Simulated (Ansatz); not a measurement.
## Y on Ni(111): change of the work function

How does Y on the fcc site change the work function of Ni(111) as the layer fills?

Main program and level: Ansatz 0.2.0; plane-wave DFT, PBE, Ansatz PAW.

## 1. The starting structure

The cell holds 4 atoms: 4 Ni. Cell: a = 2.489 Å, b = 2.489 Å, c = 24.097 Å, α = 90.0°, β = 90.0°, γ = 60.0°. Vacuum lies along c.

Coordinates:

```cif
data_structure
_symmetry_space_group_name_H-M 'P 1'
_symmetry_Int_Tables_number 1
_cell_length_a 2.4890
_cell_length_b 2.4890
_cell_length_c 24.0968
_cell_angle_alpha 90.000
_cell_angle_beta 90.000
_cell_angle_gamma 60.000
_cell_volume 129.28
loop_
_atom_site_label
_atom_site_type_symbol
_atom_site_fract_x
_atom_site_fract_y
_atom_site_fract_z
_atom_site_occupancy
Ni1 Ni 0.00000 0.00000 0.37349 1
Ni2 Ni 0.33333 0.33333 0.45783 1
Ni3 Ni 0.66667 0.66667 0.54217 1
Ni4 Ni 0.00000 0.00000 0.62651 1
```

## 2. The clean slab

The bare slab comes first, as the zero from which every change is counted. The two lowest layers are held at bulk places and the upper ones relax. The dipole correction removes the false field that a one-sided slab makes across the periodic vacuum, so each face gets a flat vacuum level of its own.

Contents of input.yaml:

```yaml
crystal:
  lattice:
    - [2.4890158698, 0.0, 0.0]
    - [1.2445079349, 2.1555509736, 0.0]
    - [0.0, 0.0, 24.0968188426]
  atoms:
    - { symbol: Ni, position: [0.0, 0.0, 0.3734932839], spin: 0.7 }
    - { symbol: Ni, position: [0.3333333333, 0.3333333333, 0.4578310946], spin: 0.7 }
    - { symbol: Ni, position: [0.6666666667, 0.6666666667, 0.5421689054], spin: 0.7 }
    - { symbol: Ni, position: [0.0, 0.0, 0.6265067161], spin: 0.7 }
magnetization:
  spin_polarized: true
kpoints:
  mp_grid: { grid: [12, 12, 1] }
hamiltonian:
  xc: pbe
scf:
  occupations: { method: fermi_dirac, width: 0.1 }
  convergence: { dr2_threshold: 1.0e-08 }
efield:
  axis: 3
  dipole_correction: true
  ramp_position: 0.97
  ramp_width: 0.06
relax:
  f_tol: 0.02
  max_steps: 60
  constraints: [{ sites: [0, 1] }]
output:
  write_potential: true
  write_density: true
  volumetric_format: npy
```

Run with:

```bash
$ ansatz run input.yaml --threads 4 --pin off --max-ram 16384MiB --backend cpu --events-out ev --progress --plain --runs-dir out
```

Numbers of over 12 decimals in the logs are rounded to 6 here.

Log:

```text
Engine: ansatz 0.2.0, aarch64-unknown-linux-gnu
Pseudopotentials: kind: paw
Pseudopotential: Ni, paw, valence charge 18, recommended cutoff 420 eV (normal), Ni.paw.azcp
Functional definition: PBE
  parameter kappa = 0.804
  parameter beta = 0.066725
  exchange = pbe_x(kappa = kappa, mu = beta*pi^2/3)
  correlation = pbe_c(beta = beta)
Crystal: 4 atoms, lattice volume = 129.284 Å³
Basis set: ecut = 420 eV, 2439 PW (Γ), exchange–correlation on 36×36×324 points (8 copies of the dense FFT grid, shifted against one another)
Bands: 45, of which v1, the nominal top of the filled ones, is band 36 counted from 1 (35 counted from 0)
Symmetry: 6 space group operations
k-points: 19 of 144 (time reversal used)
Non-local potential: Ni, projectors of the file, l = 0: 3, l = 1: 2, l = 2: 3, l = 3: 1
PAW form: soft (Blöchl's): semilocal exchange-correlation on the pseudo side does not see the compensation charge
PAW one-centre angular grid: Ni, 590 points (default); XC on 64 Gauss nodes
Initial density: superposition of atomic densities (neutral atoms: chi_scale 0, normalization atom)
Starting moments: Σ|m| = 2.8 μB on 4 of 4 sites
Initial wavefunctions: pseudopotential atomic-orbital guess
Functional: x = pbe(κ = 0.804, μ = 0.219515), c = pbe(β = 0.066725)
SCF iter   1: F=—  HF=-23353.905145 eV  |F-HF|=—  |Δ(HF+E_count)|=         —  Δρ=2.86e-2 (↑1.12e-2 ↓2.86e-2)  dr2=2.62e0  dr2_m=2.76e-1  M=2.997 μB ∫|m|=3.146 μB  β_m=1.00  ethr=3.10e-3  p=0.000 e·Å  D=3.58e-13 V/Å  ΔV_dip=-0.00 eV  dr2_dipole=4.80e-7  V_vac-E_F(+/−)=7.25/7.25 eV  ⟨swp⟩=10.9  Hψ=8806  notcnv=0  defer=16
Mixer restart at iter 1: flushing history
efield: sawtooth ramp at fractional position 0.9700 (set: `efield.ramp_position`, or a place that a band, a saddle search or an elastic batch's reference lends), width 0.0600; the density the first Hamiltonian is built on has a dipole p = 0.000 e·Å; the dipole correction subtracts the counter field D = 3.58e-13 V/Å, which shifts the + side's vacuum level by -0.00 eV against the − side's; the planar-averaged density in the ramp window peaks in size at 7.6e-6 e/Å³
preconditioner: auto → LDOS  [metal: Δε(μ)=0.005 eV  Ē_g=7.174 eV  σ=0.100 eV  W_gap=0.01  n_scr=18 (ndim 8)  ℏωp=20.7 eV  f_vac=0.604  D(μ)=7.90/eV (n_scr^D=102)]
spin=Collinear: LDOS preconditioning applied to the charge; magnetization (m = ρ↑ − ρ↓) channel mixes plain (no charge-response kernel on spin).
SCF iter   2: F=—  HF=-23354.537091 eV  |F-HF|=—  |Δ(HF+E_count)|=   6.32e-1  Δρ=1.21e-2 (↑1.21e-2 ↓9.37e-3)  dr2=4.70e-1  dr2_m=6.08e-3  M=2.950 μB ∫|m|=3.239 μB  β_m=0.32  ethr=3.10e-3  p=-0.000 e·Å  D=-1.18e-5 V/Å  ΔV_dip=0.00 eV  dr2_dipole=1.68e-7  V_vac-E_F(+/−)=6.45/6.45 eV  ⟨swp⟩=2.3  Hψ=2954  notcnv=0  defer=39
density mixer auto → msr1: a metal under ldos (density of states about μ 3.85 of a free-electron gas's, 18 screened modes)
SCF iter   3: F=—  HF=-23355.900691 eV  |F-HF|=—  |Δ(HF+E_count)|=    1.36e0  Δρ=6.31e-3 (↑6.31e-3 ↓4.98e-3)  dr2=1.22e-1  dr2_m=5.55e-3  M=2.942 μB ∫|m|=3.263 μB  β_m=0.52  ethr=6.53e-4  p=-0.000 e·Å  D=-2.13e-7 V/Å  ΔV_dip=0.00 eV  dr2_dipole=6.03e-9  V_vac-E_F(+/−)=6.01/6.01 eV  ⟨swp⟩=3.0  Hψ=2841  notcnv=0  defer=40
SCF iter   4: F=—  HF=-23357.393574 eV  |F-HF|=—  |Δ(HF+E_count)|=         —  Δρ=6.98e-3 (↑4.12e-3 ↓6.98e-3)  dr2=1.03e-1  dr2_m=3.75e-3  M=2.826 μB ∫|m|=3.215 μB  β_m=0.52  ethr=1.70e-4  p=-0.000 e·Å  D=-2.46e-6 V/Å  ΔV_dip=0.00 eV  dr2_dipole=3.15e-9  V_vac-E_F(+/−)=5.44/5.44 eV  ⟨swp⟩=3.7  Hψ=3872  notcnv=0  defer=38
SCF iter   5: F=—  HF=-23357.642354 eV  |F-HF|=—  |Δ(HF+E_count)|=   2.49e-1  Δρ=4.88e-3 (↑1.50e-3 ↓4.88e-3)  dr2=3.19e-2  dr2_m=5.57e-3  M=2.736 μB ∫|m|=3.135 μB  β_m=0.76  ethr=1.43e-4  p=0.000 e·Å  D=1.02e-6 V/Å  ΔV_dip=-0.00 eV  dr2_dipole=4.32e-9  V_vac-E_F(+/−)=5.26/5.26 eV  ⟨swp⟩=2.4  Hψ=2763  notcnv=0  defer=40
SCF iter   6: F=—  HF=-23357.693928 eV  |F-HF|=—  |Δ(HF+E_count)|=   5.16e-2  Δρ=2.88e-3 (↑1.47e-3 ↓2.88e-3)  dr2=1.26e-2  dr2_m=1.52e-3  M=2.669 μB ∫|m|=3.070 μB  β_m=0.86  ethr=4.44e-5  p=-0.000 e·Å  D=-5.89e-6 V/Å  ΔV_dip=0.00 eV  dr2_dipole=2.14e-8  V_vac-E_F(+/−)=5.15/5.15 eV  ⟨swp⟩=2.2  Hψ=2708  notcnv=0  defer=40
SCF iter   7: F=—  HF=-23357.694448 eV  |F-HF|=—  |Δ(HF+E_count)|=   5.20e-4  Δρ=2.31e-3 (↑1.35e-3 ↓2.31e-3)  dr2=9.68e-3  dr2_m=5.46e-4  M=2.662 μB ∫|m|=3.065 μB  β_m=0.72  ethr=1.75e-5  p=0.000 e·Å  D=1.37e-5 V/Å  ΔV_dip=-0.00 eV  dr2_dipole=5.06e-8  V_vac-E_F(+/−)=5.06/5.06 eV  ⟨swp⟩=2.7  Hψ=3609  notcnv=0  defer=46
SCF iter   8: F=—  HF=-23357.693229 eV  |F-HF|=—  |Δ(HF+E_count)|=   1.22e-3  Δρ=4.06e-4 (↑1.85e-4 ↓4.06e-4)  dr2=3.64e-4  dr2_m=1.71e-5  M=2.660 μB ∫|m|=3.064 μB  β_m=0.68  ethr=1.34e-5  p=-0.000 e·Å  D=-3.62e-6 V/Å  ΔV_dip=0.00 eV  dr2_dipole=1.02e-8  V_vac-E_F(+/−)=5.09/5.09 eV  ⟨swp⟩=2.0  Hψ=2577  notcnv=0  defer=48
SCF iter   9: F=—  HF=-23357.693190 eV  |F-HF|=—  |Δ(HF+E_count)|=   3.90e-5  Δρ=1.79e-4 (↑7.00e-5 ↓1.79e-4)  dr2=3.02e-5  dr2_m=1.70e-5  M=2.661 μB ∫|m|=3.067 μB  β_m=0.69  ethr=5.05e-7  p=0.000 e·Å  D=3.89e-6 V/Å  ΔV_dip=-0.00 eV  dr2_dipole=1.53e-8  V_vac-E_F(+/−)=5.09/5.09 eV  ⟨swp⟩=3.2  Hψ=3585  notcnv=0  defer=48
SCF iter  10: F=—  HF=-23357.693186 eV  |F-HF|=—  |Δ(HF+E_count)|=   3.73e-6  Δρ=5.06e-5 (↑4.29e-5 ↓5.06e-5)  dr2=1.84e-6  dr2_m=2.32e-6  M=2.661 μB ∫|m|=3.067 μB  β_m=0.80  ethr=4.19e-8  p=-0.000 e·Å  D=-3.67e-6 V/Å  ΔV_dip=0.00 eV  dr2_dipole=5.53e-9  V_vac-E_F(+/−)=5.08/5.08 eV  ⟨swp⟩=2.1  Hψ=2621  notcnv=0  defer=48
SCF iter  11: F=—  HF=-23357.693187 eV  |F-HF|=—  |Δ(HF+E_count)|=   9.70e-7  Δρ=2.05e-5 (↑1.28e-5 ↓2.05e-5)  dr2=6.07e-7  dr2_m=1.91e-7  M=2.661 μB ∫|m|=3.067 μB  β_m=0.87  ethr=2.55e-9  p=0.000 e·Å  D=7.88e-6 V/Å  ΔV_dip=-0.00 eV  dr2_dipole=2.87e-8  V_vac-E_F(+/−)=5.08/5.08 eV  ⟨swp⟩=2.1  Hψ=2535  notcnv=0  defer=48
SCF iter  12: F=—  HF=-23357.693187 eV  |F-HF|=—  |Δ(HF+E_count)|=   2.51e-7  Δρ=1.80e-5 (↑1.51e-5 ↓1.80e-5)  dr2=9.33e-7  dr2_m=1.72e-8  M=2.661 μB ∫|m|=3.067 μB  β_m=0.65  ethr=8.43e-10  p=-0.000 e·Å  D=-1.24e-5 V/Å  ΔV_dip=0.00 eV  dr2_dipole=7.47e-8  V_vac-E_F(+/−)=5.08/5.08 eV  ⟨swp⟩=2.5  Hψ=3401  notcnv=0  defer=48
SCF iter  13: F=—  HF=-23357.693187 eV  |F-HF|=—  |Δ(HF+E_count)|=   2.13e-7  Δρ=3.08e-6 (↑2.15e-6 ↓3.08e-6)  dr2=3.91e-8  dr2_m=2.54e-9  M=2.661 μB ∫|m|=3.067 μB  β_m=0.82  ethr=8.43e-10  p=-0.000 e·Å  D=-2.09e-6 V/Å  ΔV_dip=0.00 eV  dr2_dipole=9.96e-9  V_vac-E_F(+/−)=5.08/5.08 eV  ⟨swp⟩=2.1  Hψ=2507  notcnv=0  defer=48
[...]
density mixer auto → msr1: a metal under ldos (density of states about μ 3.54 of a free-electron gas's, 18 screened modes)
SCF iter   3: F=—  HF=-23357.695252 eV  |F-HF|=—  |Δ(HF+E_count)|=   3.47e-6  Δρ=3.61e-4 (↑3.61e-4 ↓2.26e-4)  dr2=1.98e-4  dr2_m=3.76e-5  M=2.664 μB ∫|m|=3.069 μB  β_m=0.44  ethr=1.15e-6  p=0.001 e·Å  D=1.05e-3 V/Å  ΔV_dip=-0.03 eV  dr2_dipole=3.96e-5  V_vac-E_F(+/−)=5.05/5.08 eV  ⟨swp⟩=1.8  Hψ=2163  notcnv=0  defer=48
SCF iter   4: F=—  HF=-23357.695307 eV  |F-HF|=—  |Δ(HF+E_count)|=   5.46e-5  Δρ=1.71e-4 (↑1.71e-4 ↓1.57e-4)  dr2=3.30e-5  dr2_m=2.06e-5  M=2.663 μB ∫|m|=3.067 μB  β_m=0.46  ethr=2.74e-7  p=0.001 e·Å  D=8.26e-4 V/Å  ΔV_dip=-0.02 eV  dr2_dipole=2.43e-8  V_vac-E_F(+/−)=5.06/5.08 eV  ⟨swp⟩=1.5  Hψ=1921  notcnv=0  defer=48
SCF iter   5: F=—  HF=-23357.695322 eV  |F-HF|=—  |Δ(HF+E_count)|=   1.50e-5  Δρ=7.39e-5 (↑5.22e-5 ↓7.39e-5)  dr2=5.11e-6  dr2_m=4.02e-6  M=2.662 μB ∫|m|=3.067 μB  β_m=0.61  ethr=4.58e-8  p=0.000 e·Å  D=6.00e-4 V/Å  ΔV_dip=-0.01 eV  dr2_dipole=8.35e-7  V_vac-E_F(+/−)=5.07/5.08 eV  ⟨swp⟩=2.1  Hψ=2952  notcnv=0  defer=48
SCF iter   6: F=—  HF=-23357.695328 eV  |F-HF|=—  |Δ(HF+E_count)|=   6.07e-6  Δρ=4.54e-5 (↑4.33e-5 ↓4.54e-5)  dr2=5.56e-6  dr2_m=7.72e-7  M=2.661 μB ∫|m|=3.066 μB  β_m=0.57  ethr=7.10e-9  p=0.000 e·Å  D=4.49e-4 V/Å  ΔV_dip=-0.01 eV  dr2_dipole=1.56e-7  V_vac-E_F(+/−)=5.07/5.08 eV  ⟨swp⟩=3.1  Hψ=3518  notcnv=0  defer=48
SCF iter   7: F=—  HF=-23357.695328 eV  |F-HF|=—  |Δ(HF+E_count)|=   4.70e-7  Δρ=2.52e-5 (↑2.52e-5 ↓1.49e-5)  dr2=2.59e-6  dr2_m=2.45e-7  M=2.661 μB ∫|m|=3.065 μB  β_m=0.52  ethr=7.10e-9  p=0.000 e·Å  D=3.65e-4 V/Å  ΔV_dip=-0.01 eV  dr2_dipole=9.20e-7  V_vac-E_F(+/−)=5.07/5.08 eV  ⟨swp⟩=2.1  Hψ=2796  notcnv=0  defer=48
SCF iter   8: F=—  HF=-23357.695328 eV  |F-HF|=—  |Δ(HF+E_count)|=   1.08e-7  Δρ=1.02e-5 (↑9.82e-6 ↓1.02e-5)  dr2=4.18e-8  dr2_m=1.01e-7  M=2.661 μB ∫|m|=3.065 μB  β_m=0.69  ethr=3.59e-9  p=0.000 e·Å  D=3.80e-4 V/Å  ΔV_dip=-0.01 eV  dr2_dipole=2.27e-9  V_vac-E_F(+/−)=5.07/5.08 eV  ⟨swp⟩=2.4  Hψ=2355  notcnv=0  defer=48
SCF iter   9: F=—  HF=-23357.695329 eV  |F-HF|=—  |Δ(HF+E_count)|=   1.88e-7  Δρ=4.90e-6 (↑4.07e-6 ↓4.90e-6)  dr2=1.37e-7  dr2_m=1.16e-8  M=2.660 μB ∫|m|=3.065 μB  β_m=0.62  ethr=5.81e-11  p=0.000 e·Å  D=3.76e-4 V/Å  ΔV_dip=-0.01 eV  dr2_dipole=2.33e-9  V_vac-E_F(+/−)=5.07/5.08 eV  ⟨swp⟩=3.1  Hψ=3695  notcnv=0  defer=48
SCF iter  10: F=—  HF=-23357.695329 eV  |F-HF|=—  |Δ(HF+E_count)|=   1.76e-9  Δρ=2.50e-6 (↑2.50e-6 ↓2.27e-6)  dr2=2.53e-8  dr2_m=3.14e-9  M=2.660 μB ∫|m|=3.065 μB  β_m=0.56  ethr=5.81e-11  p=0.000 e·Å  D=3.70e-4 V/Å  ΔV_dip=-0.01 eV  dr2_dipole=7.75e-9  V_vac-E_F(+/−)=5.07/5.08 eV  ⟨swp⟩=2.3  Hψ=3262  notcnv=0  defer=48
SCF iter  11: F=—  HF=-23357.695329 eV  |F-HF|=—  |Δ(HF+E_count)|=   3.96e-9  Δρ=1.37e-6 (↑1.37e-6 ↓1.25e-6)  dr2=3.07e-9  dr2_m=1.07e-9  M=2.660 μB ∫|m|=3.065 μB  β_m=0.56  ethr=3.52e-11  p=0.000 e·Å  D=3.74e-4 V/Å  ΔV_dip=-0.01 eV  dr2_dipole=4.12e-10  V_vac-E_F(+/−)=5.07/5.08 eV  ⟨swp⟩=2.0  Hψ=2494  notcnv=0  defer=48
SCF iter  12: F=—  HF=-23357.695329 eV  |F-HF|=—  |Δ(HF+E_count)|=  3.27e-11  Δρ=9.58e-7 (↑9.58e-7 ↓4.74e-7)  dr2=1.33e-9  dr2_m=5.63e-10  M=2.660 μB ∫|m|=3.065 μB  β_m=0.78  ethr=4.27e-12  p=0.000 e·Å  D=3.75e-4 V/Å  ΔV_dip=-0.01 eV  dr2_dipole=6.93e-11  V_vac-E_F(+/−)=5.07/5.08 eV  ⟨swp⟩=2.1  Hψ=2475  notcnv=0  defer=48
SCF iter  13: F=—  HF=-23357.695329 eV  |F-HF|=—  |Δ(HF+E_count)|=   1.54e-9  Δρ=2.68e-6 (↑4.01e-7 ↓2.68e-6)  dr2=1.69e-8  dr2_m=1.71e-9  M=2.660 μB ∫|m|=3.065 μB  β_m=0.89  ethr=1.84e-12  p=0.000 e·Å  D=3.77e-4 V/Å  ΔV_dip=-0.01 eV  dr2_dipole=1.12e-11  V_vac-E_F(+/−)=5.07/5.08 eV  ⟨swp⟩=2.0  Hψ=2430  notcnv=0  defer=48
SCF iter  14: F=-23357.695329 eV  HF=-23357.695329 eV  |F-HF|=3.15e-9  |Δ(HF+E_count)|=  7.89e-10  Δρ=9.53e-7 (↑4.16e-7 ↓9.53e-7)  dr2=3.21e-9  dr2_m=1.09e-10  M=2.660 μB ∫|m|=3.065 μB  ethr=1.84e-12  p=0.000 e·Å  D=3.78e-4 V/Å  ΔV_dip=-0.01 eV  dr2_dipole=6.19e-10  V_vac-E_F(+/−)=5.07/5.08 eV  ⟨swp⟩=6.3  Hψ=10600  notcnv=0
SCF 3 converged in 14 iterations: F = -23357.695329 eV  dr2 = 3.21e-9
relax step   3: F+E_penalty+E_count = -23357.69532856 eV  Δ(F+E_penalty+E_count) = -7.170e-4 eV  max|allowed force component| = 2.492e-3 eV/Å  Δτ_max = 0.0193 Å  (14 SCF iters, accepted)
NSCF: frozen V_eff on 19 k-points
the band table was solved once a step of the walk had ended and its energy, with any forces and stress, was formed, with the checks that follow a solve (9208 applications of the Hamiltonian). They found nothing against the state; the energy, forces and stress were not computed again (output.eigenvalues in the input reference)
WARN: The output density's exchange-correlation potential varies sharply where the density is thin. Do not read a vacuum level from v_tot or v_xc, or from such a field of the output density. On a cell that repeats whose density bears no net charge and no dipole along the vacuum's axis use v_es (v_loc + v_h of the components); under efield.dipole_correction with no amplitude use v_es + v_field, which holds any externa [...]
SCF converged after 14 iterations
Magnetization: 2.6604 μB (37.3302 up, 34.6698 down)
Absolute magnetization: 3.0681 μB (∫|ρ↑−ρ↓|, with the PAW one-centre terms)
Spin contamination: 0.0397 ħ² per cell (⟨S²⟩ above its minimum at these occupations)
Per-site moments (μB) at R_I (Å): [(0.697093, 1.026719), (0.715500, 1.024444), (0.716982, 1.017614), (0.700574, 1.017614)]
Free energy (F): -23357.695329 eV
Harris-Foulkes:  -23357.695329 eV  (|F-HF|=3.15e-9)
Internal energy: -23357.459514 eV  (E = F + TS)
E sigma→0 (E₀):  -23357.577421 eV
Entropy (-TS):   -0.235815 eV (-58.954 meV/atom)
Fermi energy:    2.806611 eV
Dipole field:    D = 0.000420 V/Å  (p = 0.000300 e·Å, saw-weighted, corrected)
Work function:   Φ+ = 5.0720 eV   Φ− = 5.0821 eV
Levels:          The Fermi level and band energies are counted from a zero that moves with the ramp; work functions are not
--- Per-component energies (eV) ---
  E_band       = -2233.047890
  E_kinetic    = 1126.070206
  E_local      = -172553.846970  (includes V_loc(G=0)·N_el)
  E_nonlocal   = 2547.333296
  E_hartree    = 84594.354199
  E_xc         = -336.334423
  E_vxc        = -433.429848  (∫ρ·V_xc dr)
  E_paw        = -6522.740071  (= ΣΔE_a)
  E_vpaw       = -2107.890488  (= ΣTr[D̂ρ^β])
  E_aug_tail   = 0.002094  (compensation charges beyond the density's cutoff)
  E_efield     = 0.000000  (sawtooth field / dipole correction)
  E_vefield    = 0.000307  (∫n·V_field dr)
  E_ewald      = 67787.702154
  E_smearing   = -0.235815  (= −TS)
  E_closure    = -0.000000  (closes the sum)
  Σ components = -23357.695329   (vs F -23357.695329, Δ=0.00e0)
--- Forces (eV/Å), atoms counted from 1 ---
  atom   1  Ni    -0.00000000    -0.00000000     0.14360102
  atom   2  Ni    -0.00000000     0.00000000    -0.14452175
  atom   3  Ni     0.00000000    -0.00000000    -0.00158484
  atom   4  Ni     0.00000000     0.00000000     0.00249224
  max |Σ_I F_I| component: 1.33e-5 eV/Å
--- Band table (eV; the first three rows and the last of 38) ---
  k-point 0 ↑: bands = [... 32 lower, 1.4980, 1.6464, 1.6464, 2.0208, 2.0208, 2.1301, 2.1788, 2.1788, ... 5 higher]
  k-point 1 ↑: bands = [... 32 lower, 1.4402, 1.5080, 1.6627, 1.6938, 1.8504, 2.0182, 2.1827, 2.7997, ... 5 higher]
  k-point 2 ↑: bands = [... 32 lower, 1.2167, 1.3936, 1.5035, 1.6730, 2.0108, 2.1822, 2.1914, 3.6577, ... 5 higher]
  k-point 18 ↓: bands = [... 32 lower, 2.7441, 2.8850, 2.8850, 2.8927, 7.8453, 8.0826, 8.0958, 8.8517, ... 5 higher]
--- Relaxed structure (3 steps of the walk, 3 accepted, 0 SCFs on fresh bases) ---
  F+E_penalty+E_count = -23357.69532856 eV   max|allowed force component| = 2.492e-3 eV/Å
  atoms:
    - { symbol: Ni, position: [0.0, 0.0, 0.373493] }
    - { symbol: Ni, position: [0.333333, 0.333333, 0.4578310946] }
    - { symbol: Ni, position: [0.666667, 0.666667, 0.541888] }
    - { symbol: Ni, position: [0, 0.0, 0.625102] }
```

Run time: 29 s. Hardware: 4 threads of Arm Neoverse V1, shared host; peak memory 0.53 GiB; 1.8 min of CPU time.

Relaxation path:

| step | energy less that of the first step (eV) | largest force component (eV/Å) |
| --- | --- | --- |
| 1 | 0.0000 | 0.1468 |
| 2 | -0.0014 | 0.0868 |
| 3 | -0.0021 | 0.0025 |

Forces are held to the 6 operations that the run works with; a distortion that breaks them can't arise in this run.

The atoms that moved most (Å):

| atom | dx | dy | dz | length |
| --- | --- | --- | --- | --- |
| Ni4 | 0.000 | 0.000 | -0.034 | 0.034 |
| Ni3 | 0.000 | 0.000 | -0.007 | 0.007 |

The relaxed structure:

```xyz
4
Lattice="2.4890 0.0000 0.0000 1.2445 2.1556 0.0000 0.0000 0.0000 24.0968" Properties=species:S:1:pos:R:3
Ni    0.0000    0.0000    9.0000
Ni    1.2445    0.7185   11.0323
Ni    2.4890    1.4370   13.0578
Ni    0.0000    0.0000   15.0630
```

This step gave:

- energy at zero smearing: -23357.5774 eV
- total moment: 2.660 μB
- site moments: 0.6971, 0.7155, 0.7170, 0.7006 μB
- work function, upper face: 5.072 eV
- dipole along the normal: 3.00e-4 e·Å

Running mean over 2.032 Å of the planar mean; the ramp of the sawtooth is left out. Table of electron's electrostatic potential energy less the Fermi level by z:

| z (Å) | electron's electrostatic potential energy less the Fermi level (eV) |
| --- | --- |
| 3.0 | 5.08 |
| 3.5 | 5.08 |
| 4.0 | 5.08 |
| 4.5 | 5.08 |
| 5.0 | 5.08 |
| 5.5 | 5.07 |
| 6.0 | 5.03 |
| 6.5 | 4.90 |
| 7.0 | 4.40 |
| 7.5 | 2.24 |
| 8.0 | -3.19 |
| 8.5 | -8.38 |
| 9.0 | -10.0 |
| 9.5 | -10.3 |
| 10.0 | -10.3 |
| 10.5 | -10.4 |
| 11.0 | -10.4 |
| 11.5 | -10.4 |
| 12.0 | -10.5 |
| 12.5 | -10.5 |
| 13.0 | -10.4 |
| 13.5 | -10.5 |
| 14.0 | -10.6 |
| 14.5 | -10.5 |
| 15.0 | -10.2 |
| 15.5 | -8.78 |
| 16.0 | -3.97 |
| 16.5 | 1.74 |
| 17.0 | 4.26 |
| 17.5 | 4.85 |
| 18.0 | 5.01 |
| 18.5 | 5.06 |
| 19.0 | 5.07 |
| 19.5 | 5.07 |
| 20.0 | 5.07 |
| 20.5 | 5.07 |
| 21.0 | 5.07 |

Site moment by atom:

| atom | site moment (μB) |
| --- | --- |
| Ni1 | 0.697 |
| Ni2 | 0.716 |
| Ni3 | 0.717 |
| Ni4 | 0.701 |

The relaxation took 3 steps and lowered the energy by 0.0021 eV; the largest force on the free atoms ends at 0.0025 eV/Å.

The work function of the upper face is 5.07 eV.

[end of part 1 of 4]

[Logs are printed without paths, hosts, clocks, repeated set-up lines and the standing remarks that a program may print on its own settings, such as how far it seeks lower states.]

[Hosts, paths, dates, database ids (printed as entryN), source tags and the programs' standing remarks are cut or masked in the printed files.]

[Maps of the electrostatic potential energy from Ansatz leave out the sawtooth potential of an applied field or a dipole correction, so their vacuum need not be flat; planar profiles and work functions include it.]
